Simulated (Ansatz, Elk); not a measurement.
# ScMn2Ni2Ge: X-ray structure factors from the self-consistent density

Structure refinements treat a crystal as free atoms side by side. For a made-up structure of ScMn2Ni2Ge (cell and positions from a PBEsol relaxation) the runs below show what the calculated density changes in F(hkl).

Method: DFT, PBE, all-electron APW+lo, Dirac cores, scalar-relativistic bands, static density, ferromagnetic start, in Elk 11.2.3 (patched build).

This account leaves out most program logs.

The structure was built from a prototype and need not be the compound's stable phase.

**1. Starting point**

The structure is orthorhombic, space group Cmmm (No. 65). Conventional cell: a = 4.865 Å, b = 8.373 Å, c = 4.008 Å, α = 90.00°, β = 90.00°, γ = 90.00°. Nearest to Ge lie 4 Ni at 2.42 Å and 4 Mn at 2.46 Å. Nearest to Ni lie 2 Ge at 2.42 Å and 2 Ni at 2.43 Å and 4 Mn at 2.44 Å. Nearest to Mn lie 4 Ni at 2.44 Å and 2 Ge at 2.46 Å and 3 Sc at 2.76 to 2.82 Å and 3 Mn at 2.77 to 2.86 Å. Nearest to Sc lie 6 Mn at 2.76 to 2.82 Å. Farther neighbours are not listed.

**2. Ground state and structure factors**

An all-electron density is needed, since X-rays see the cores too. Task 0 finds the density and task 195 Fourier-transforms it; tshift is off so that phases refer to the origin typed.

The input, elk.in:

```
tasks
  0
  195
  196

xctype
  20

spinpol
  .true.

rgkmax
  7.0

gmaxvr
  14.0

lmaxo
  7

lmaxapw
  8

swidth
  0.002

tshift
  .false.

ramdisk
  .false.

hmaxvr
  5.5

maxscl
  120

epspot
  1e-06

reducebf
  0.8

sppath
  './'

avec
  4.59667765122 -7.91134343595 0.00000000000
  4.59667765122 7.91134343595 0.00000000000
  0.00000000000 0.00000000000 7.57417016522

atoms
  4
  'Ge.in'
  1
  0.5000000000 0.5000000000 0.5000000000   0.000000 0.000000 0.000000
  'Ni.in'
  2
  -0.0000000000 0.5000000000 0.5000000000   0.000000 0.000000 -0.020000
  0.5000000000 -0.0000000000 0.5000000000   0.000000 0.000000 -0.020000
  'Mn.in'
  2
  0.6706351302 0.3293648698 0.0000000000   0.000000 0.000000 -0.125000
  0.3293648698 0.6706351302 0.0000000000   0.000000 0.000000 -0.125000
  'Sc.in'
  1
  -0.0000000000 -0.0000000000 0.0000000000   0.000000 0.000000 0.000000

ngridk
  5 5 5
```

Run with:

```bash
$ OMP_NUM_THREADS=4 elk
```

Run time: 9.1 min. Hardware: 4 threads of Arm Neoverse V1, shared host; peak memory 0.53 GiB; 34 min of CPU time.

SFACRHO.OUT:

```text

h k l indices transformed by vhmat matrix:
   1.000000000       0.000000000       0.000000000    
   0.000000000       1.000000000       0.000000000    
   0.000000000       0.000000000       1.000000000    

      h      k      l  multipl.   |H|            Re(F)            Im(F)           |F|

      0      0      0      1   0.0000000       159.00000      0.13020411E-16   159.00000    
      0     -1      0      4  0.79043668      -32.321941      0.15257144E-13   32.321941    
      1     -1      0      2  0.79419954      -28.211694      0.30180557E-16   28.211694    
      0      0     -1      2  0.82955428      -17.386322      0.56363220E-13   17.386322    
      0      1     -1      8   1.1458405       23.396780      0.18888111E-14   23.396780    
      1     -1      1      4   1.1484395       14.104015      0.19790814E-14   14.104015    
     -1     -1      0      2   1.3668971       33.742621     -0.20018067E-14   33.742621    
     -1      2      0      4   1.3734249       26.781643      0.12910788E-13   26.781643    
      0      2      0      4   1.5808734       60.469652      0.30627829E-13   60.469652    
     -2      2      0      2   1.5883991       64.831024     -0.28622631E-16   64.831024    
      1      1      1      4   1.5989271       66.160412     -0.71276011E-14   66.160412    
      1     -2      1      8   1.6045112       72.783572      0.18184443E-13   72.783572    
      0      0     -2      2   1.6591086       112.45272     -0.97656757E-13   112.45272    
      0      2     -1      8   1.7853069      -67.156197      0.19113641E-13   67.156197    
     -2      2      1      4   1.7919743      -62.594044     -0.47781390E-13   62.594044    
      0     -1      2      8   1.8377789      -25.409292     -0.18927409E-14   25.409292    
      1     -1      2      4   1.8394005      -20.677586     -0.76227367E-14   20.677586    
      1      2      0      4   2.0884457      -24.158618     -0.17168580E-13   24.158618
```

Elk indexes on the primitive cell of elk.in and gives |H| = 4π sin θ/λ in inverse bohr. Below, one row stands for each form hkl of the conventional cell (m members, Friedel mates merged), F is for one primitive cell and the density is static (no thermal factor). Free-atom factors are Waasmaier and Kirfel's, and R is Σm||F|−|F'||/Σm|F|.

```
hkl  m  sin θ/λ (Å⁻¹)  abs F, DFT  neutral atoms   diff.
110  4          0.119      32.322         32.047  +0.275
020  2          0.119      28.212         27.538  +0.673
001  2          0.125      17.386         17.489  -0.102
111  8          0.172      23.397         23.460  -0.063
021  4          0.173      14.104         13.966  +0.138
200  2          0.206      33.743         34.083  -0.340
130  4          0.206      26.782         27.114  -0.332
220  4          0.238      60.470         60.659  -0.190
040  2          0.239      64.831         65.205  -0.374
201  4          0.240      66.160         66.675  -0.514
131  8          0.241      72.784         73.268  -0.484
002  2          0.249     112.453        113.164  -0.711
221  8          0.269      67.156         67.683  -0.527
041  4          0.270      62.594         63.177  -0.583
```

**3. The magnetisation density**

The same run holds the spin density, and task 196 transforms it. The order is that of the start, and no other was tried.

SFACMAG_1.OUT:

```text

h k l indices transformed by vhmat matrix:
   1.000000000       0.000000000       0.000000000    
   0.000000000       1.000000000       0.000000000    
   0.000000000       0.000000000       1.000000000    

      h      k      l  multipl.   |H|            Re(F)            Im(F)           |F|

      0      0      0      1   0.0000000       5.6295745     -0.33233259E-17   5.6295745    
      0     -1      0      4  0.79043668      -2.1822491     -0.10122054E-16   2.1822491    
      1     -1      0      2  0.79419954      -3.2134354     -0.25178510E-17   3.2134354    
      0      0     -1      2  0.82955428       3.8248086      0.53913693E-15   3.8248086    
      0      1     -1      8   1.1458405      -1.8581362      0.24888173E-15   1.8581362    
      1     -1      1      4   1.1484395      -1.4513617      0.23456018E-15   1.4513617    
     -1     -1      0      2   1.3668971       2.7444680      0.21135275E-15   2.7444680    
     -1      2      0      4   1.3734249       3.2969126      0.30288192E-15   3.2969126    
      0      2      0      4   1.5808734      -1.1039389      0.24260178E-15   1.1039389    
     -2      2      0      2   1.5883991     -0.71960061      0.23709772E-17  0.71960061    
      1      1      1      4   1.5989271       3.4707967      0.40300291E-15   3.4707967    
      1     -2      1      8   1.6045112       2.7653838      0.17278028E-15   2.7653838    
      0      0     -2      2   1.6591086       3.4803590     -0.88224078E-15   3.4803590    
      0      2     -1      8   1.7853069      -1.9618969      0.24606556E-15   1.9618969    
     -2      2      1      4   1.7919743      -1.6514452     -0.47528783E-15   1.6514452    
      0     -1      2      8   1.8377789      -1.1633491      0.23077823E-15   1.1633491
```

The total moment is 5.63 μB a cell; sphere moments: Ge1 -0.06, Ni2 +0.36, Ni3 +0.36, Mn4 +2.55, Mn5 +2.55, Sc6 -0.08 μB. Polarised neutrons measure spin and orbital magnetisation together; without spin-orbit coupling the run gives the spin part:

```
hkl  sin θ/λ (Å⁻¹)  abs F_M (μB)
110          0.119         2.182
020          0.119         3.213
001          0.125         3.825
111          0.172         1.858
021          0.173         1.451
200          0.206         2.744
130          0.206         3.297
220          0.238         1.104
040          0.239         0.720
201          0.240         3.471
131          0.241         2.765
002          0.249         3.480
221          0.269         1.962
041          0.270         1.651
```

**4. The highest occupied states alone**

An energy window below the Fermi level keeps the highest occupied states, to see at which angles they scatter; shallow core shells can lie inside it and anion s states outside. No new self-consistency is needed.

elk.in, as its differences from that of step 2:

```diff
@@ -1,5 +1,3 @@
 tasks
-  0
   195
-  196
 
@@ -44,2 +42,5 @@
 
+wsfac
+  -0.129100 0.611890
+
 sppath
```

Run with:

```bash
$ OMP_NUM_THREADS=4 elk
```

Elapsed: 17 s, on 4 threads; peak memory 0.26 GiB.

States within 12 eV below the Fermi level hold 41.00 electrons; any levels below the window count with the cores. Their amplitudes can exceed the total, where window and core parts have opposite phase:

```
hkl  sin θ/λ (Å⁻¹)  abs F, window  abs F, all
110          0.119          5.702      32.322
020          0.119         18.356      28.212
001          0.125          6.766      17.386
111          0.172          2.149      23.397
021          0.173          8.583      14.104
200          0.206          4.758      33.743
130          0.206          5.589      26.782
220          0.238          7.551      60.470
040          0.239          8.051      64.831
201          0.240         14.665      66.160
```

**5. Another try**

In this try the input is made faulty on purpose, to show what that does.

The input is changed as shown.

elk.in, as its differences from that of step 4:

```diff
@@ -1,3 +1,5 @@
 tasks
+  0
   195
+  196
 
@@ -34,3 +36,3 @@
 maxscl
-  120
+  3
 
@@ -41,5 +43,2 @@
   0.8
-
-wsfac
-  -0.129100 0.611890
```

Run with:

```bash
$ OMP_NUM_THREADS=4 elk
```

Elapsed: 90 s, on 4 threads; peak memory 0.52 GiB.

The fault put into the input: too few SCF loops.

**6. Another functional**

The difference from free atoms is small, so it is set against the change that PBEsol makes.

elk.in, as its differences from that of step 5:

```diff
@@ -6,3 +6,3 @@
 xctype
-  20
+  22
 
@@ -36,3 +36,3 @@
 maxscl
-  3
+  120
```

Run with:

```bash
$ OMP_NUM_THREADS=4 elk
```

The job ended after 9 min (4 threads; peak memory 0.53 GiB).

Against the first run R = 0.03 %; the largest change is -0.042 at 002. The moment goes from 5.63 to 5.57 μB.

**7. Basis size**

The basis and the expansions that go with it are enlarged, to see whether the differences are converged.

elk.in, as its differences from that of step 6:

```diff
@@ -6,3 +6,3 @@
 xctype
-  22
+  20
 
@@ -12,12 +12,12 @@
 rgkmax
-  7.0
+  8.5
 
 gmaxvr
-  14.0
+  18.0
 
 lmaxo
-  7
+  9
 
 lmaxapw
-  8
+  10
```

Run with:

```bash
$ OMP_NUM_THREADS=4 elk
```

Run time: 10 min. Hardware: 4 threads; peak memory 0.84 GiB.

The run was cut off at its time limit.

**8. Settings against the effect**

```
          run  R against the first run (%)  R against neutral atoms, low angle (%)  wall time
PBE, rgkmax 7                         0.00                                    0.78    9.1 min
       PBEsol                         0.03                                    0.81      9 min
```

**9. What came out**

| Quantity | Value |
| --- | --- |
| R against neutral atoms, sin θ/λ < 0.3 Å⁻¹ | 0.78 % |
| R against neutral atoms, 0.3 to 0.68 Å⁻¹ | 0.22 % |

In words: Independent neutral atoms miss the calculated amplitudes by R = 0.78 % below 0.3 Å⁻¹ and 0.22 % from there to 0.68 Å⁻¹; by shells, 1.20 % below 0.15 Å⁻¹ (3 forms), 0.75 % 0.15 to 0.3 (13 forms), 0.29 % 0.3 to 0.45 (36 forms), 0.19 % above 0.45 (97 forms). Bonding, aspherical density and the tables' own atoms all enter these figures, and the runs don't part them. The largest change of an amplitude is -0.71 electrons, at 002. The magnetic order is that of the start. No other order was tried here, and an antiferromagnetic one would change or move the magnetic intensity. The window's part falls from 41.0 electrons at the origin to at most 5.00 between 0.45 and 0.68 Å⁻¹, where compact states inside the window still scatter. Below 0.3 Å⁻¹ the changes that finished (PBEsol) move F by R = 0.03 % at most, against the 0.78 % that separates it from free atoms. The magnetic factors move by R = 1.7 % (PBEsol). The basis has no finished test. The k-mesh has no finished test. Part of the difference isn't bonding: the tables are fits to free atoms and ions calculated by other methods than this functional. Thermal motion, anomalous dispersion and extinction are left out.

[Logs are printed without paths, hosts, clocks, repeated set-up lines and the standing remarks that a program may print on its own settings, such as how far it seeks lower states.]

[Hosts, paths, dates, database ids (printed as entryN), source tags and the programs' standing remarks are cut or masked in the printed files.]
